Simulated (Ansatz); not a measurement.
# Au wire along [111], 13 atoms a period: bands along the axis, part 2 of 2

What gap, if any, does the Au wire along [111], 13 atoms a period have, and how many channels would it open?

Ansatz 0.2.0; DFT PBE, plane waves, PAW; relaxation of a wire's period; PAW set soft_1 (the session's first sound run).

So far: Set-up; The relaxed wire.

**2. The relaxed wire (continued)**

Relaxation path:

```csv
step,energy less that of the first step (eV),largest force component (eV/Å),pressure (GPa),volume (Å³)
1,0.0000,1.0892,-1.94,1087.03
2,-1.0249,0.4907,0.51,1038.99
3,-1.3243,0.0799,-0.08,1015.50
4,-1.4113,0.0584,-0.05,982.29
5,-1.4263,0.0410,0.05,975.42
6,-1.4270,0.0212,-0.04,976.39
7*,-1.4197,0.0206,-0.04,976.39
```

Relaxation steps marked * repeat the geometry before them on a plane-wave basis chosen anew for their cell, so energy and pressure can jump there.

Forces are held to the 4 operations that the run works with; a distortion that breaks them can't arise in this run.

```csv
cell as run,before,after,change
c (Å),7.205,6.472,-10.2 %
```

The atoms that moved most (Å, along periodic axes as changes of fractional coordinates times the final cell, across vacuum about the mean position):

```csv
atom,dx,dy,dz,length
Au6,0.000,0.154,0.099,0.183
Au9,0.000,-0.154,-0.099,0.183
Au5,-0.129,-0.069,0.085,0.169
Au7,0.129,-0.069,0.085,0.169
Au8,-0.129,0.069,-0.085,0.169
Au10,0.129,0.069,-0.085,0.169
Au12,-0.051,0.075,-0.002,0.091
Au11,0.051,0.075,-0.002,0.091
```

This step gave:

```
energy at zero smearing    : -170956.2032 eV
cell length along the wire : 6.472 Å
```

The cell's length comes to 6.472 Å with spin left out.

**3. The wire at its relaxed period**

This step: DFT PBE, plane waves, PAW; bands of a perfect wire; PAW set soft_1 (Ansatz 0.2.0).

At the relaxed period the bands are computed along the axis; those that cross an energy going forward count the channels that a perfect wire would open there.

input.yaml

```yaml
crystal:
  lattice:
    - [12.683, 0.0, 0.0]
    - [0.0, 11.895, 0.0]
    - [0.0, 0.0, 6.471975469]
  atoms:
    - { symbol: Au, position: [0.273727578, 0.5, 0.0] }
    - { symbol: Au, position: [0.388071572, 0.707877572, 0.000349678] }
    - { symbol: Au, position: [0.5, 0.5, 0.0] }
    - { symbol: Au, position: [0.611928428, 0.707877572, 0.000349678] }
    - { symbol: Au, position: [0.373847188, 0.422814173, 0.346464003] }
    - { symbol: Au, position: [0.5, 0.655699937, 0.348653774] }
    - { symbol: Au, position: [0.626152812, 0.422814173, 0.346464003] }
    - { symbol: Au, position: [0.373847188, 0.577185827, 0.653535997] }
    - { symbol: Au, position: [0.5, 0.344300063, 0.651346226] }
    - { symbol: Au, position: [0.626152812, 0.577185827, 0.653535997] }
    - { symbol: Au, position: [0.388071572, 0.292122428, 0.999650322] }
    - { symbol: Au, position: [0.611928428, 0.292122428, 0.999650322] }
    - { symbol: Au, position: [0.726272422, 0.5, 0.0] }
kpoints:
  mp_grid: { grid: [1, 1, 13] }
  band_path: { path: ["Γ", Z], npoints: 90 }
scf:
  occupations: { method: fermi_dirac, width: 0.05 }
hamiltonian:
  xc: pbe
  pseudopotentials: { kind: paw, azcp: { folder: soft_1 } }
output:
  dos: { e_range: [-5, 4] }
  write_potential: true
  write_density: true
  volumetric_format: npy
```

Launch:

```
$ ansatz run input.yaml --threads 4 --pin off --max-ram 16384MiB --backend cpu --events-out ev --progress --plain --runs-dir out
```

Numbers of over 12 decimals in the logs are rounded to 6 here.

Log:

```text
[...]
Crystal: 13 atoms, lattice volume = 976.390 Å³
Basis set: ecut = 420 eV, 19041 PW (Γ)
Bands: 149, of which v1, the nominal top of the filled ones, is band 124 counted from 1 (123 counted from 0)
Symmetry: 4 space group operations
[...]
k-points: 7 of 13
[...]
SCF iter   1: F=—  HF=-170958.563646 eV  |F-HF|=—  |Δ(HF+E_count)|=         —  Δρ=2.70e-2  dr2=8.16e0  ethr=3.10e-3  ⟨swp⟩=6.9  Hψ=4257  notcnv=0  defer=31
[...]
SCF iter  11: F=-170956.236944 eV  HF=-170956.236944 eV  |F-HF|=1.49e-7  |Δ(HF+E_count)|=   2.90e-7  Δρ=3.17e-6  dr2=6.87e-8  ethr=4.05e-11  ⟨swp⟩=11.4  Hψ=4165  notcnv=0
SCF 1 converged in 11 iterations: F = -170956.236944 eV  dr2 = 6.87e-8
[...]
NSCF: frozen V_eff on 91 k-points
WARN: The output density's exchange-correlation potential varies sharply where the density is thin. Do not read a vacuum level from v_tot or v_xc, or from such a field of the output density. On a cell that repeats whose density bears no net charge and no dipole along the vacuum's axis use v_es (v_loc + v_h of the components); under efield.dipole_correction with no amplitude use v_es + v_field, which holds any externa [...]
SCF converged after 11 iterations
Free energy (F): -170956.236944 eV
[...]
Internal energy: -170956.173909 eV  (E = F + TS)
E sigma→0 (E₀):  -170956.205426 eV
Entropy (-TS):   -0.063035 eV (-4.849 meV/atom)
Fermi energy:    0.495870 eV
[...]
--- Band table (eV; the first three rows and the last of 7) ---
  k-point 0: bands = [... 120 lower, -0.2790, 0.0945, 0.1434, 0.4468, 1.3379, 1.9196, 1.9315, 2.1838, ... 21 higher]
  k-point 1: bands = [... 120 lower, -0.4109, 0.1051, 0.1539, 0.6185, 1.4112, 1.6372, 1.6372, 2.2017, ... 21 higher]
  k-point 2: bands = [... 120 lower, -0.5223, 0.1379, 0.1861, 0.8834, 1.1642, 1.1713, 1.6649, 2.2560, ... 21 higher]
  k-point 6: bands = [... 120 lower, -0.1506, -0.1349, -0.1009, 0.5533, 0.6148, 1.5229, 2.0814, 2.1136, ... 21 higher]
```

It took 85 s on 4 threads of Intel Xeon Platinum 8488C (Sapphire Rapids), shared host; peak memory 6.4 GiB; 5.6 min of CPU time.

This step gave:

| Property | Result |
| --- | --- |
| energy at zero smearing | -170956.2054 eV |
| band gap | 0 eV |

Electronic bands along the path, in eV, zero at the Fermi level; # counts the bands kept:

```csv
point,#61,#62,#63,#64,#65,#66,#67,#68
Γ,-1.24,-0.77,-0.40,-0.35,-0.05,0.84,1.42,1.44
halfway,-1.26,-0.83,-0.29,-0.25,0.13,0.14,0.63,1.67
Z,-1.31,-0.67,-0.65,-0.59,0.07,0.13,1.05,1.55
```

Between Γ and Z the bands cross the Fermi level 5 times, so a perfect wire would conduct at least 5 G₀, with spin left out.

**4. What came out**

```
cell length, PBE                                            : 6.472 Å
ballistic conductance by band crossings, a lower bound, PBE : 5 G₀
```

In words: Under PBE the cell's length is 6.47 Å, and the bands cross the Fermi level 5 times between Γ and Z, which gives a perfect wire at least 5 G₀ (opposite crossings within one step of the path cancel in such a count). Spin-orbit coupling is left out, which matters for the bands of heavy atoms.

[Logs are printed without paths, hosts, clocks, repeated set-up lines and the standing remarks that a program may print on its own settings, such as how far it seeks lower states.]

[Hosts, paths, dates, database ids (printed as entryN), source tags and the programs' standing remarks are cut or masked in the printed files.]
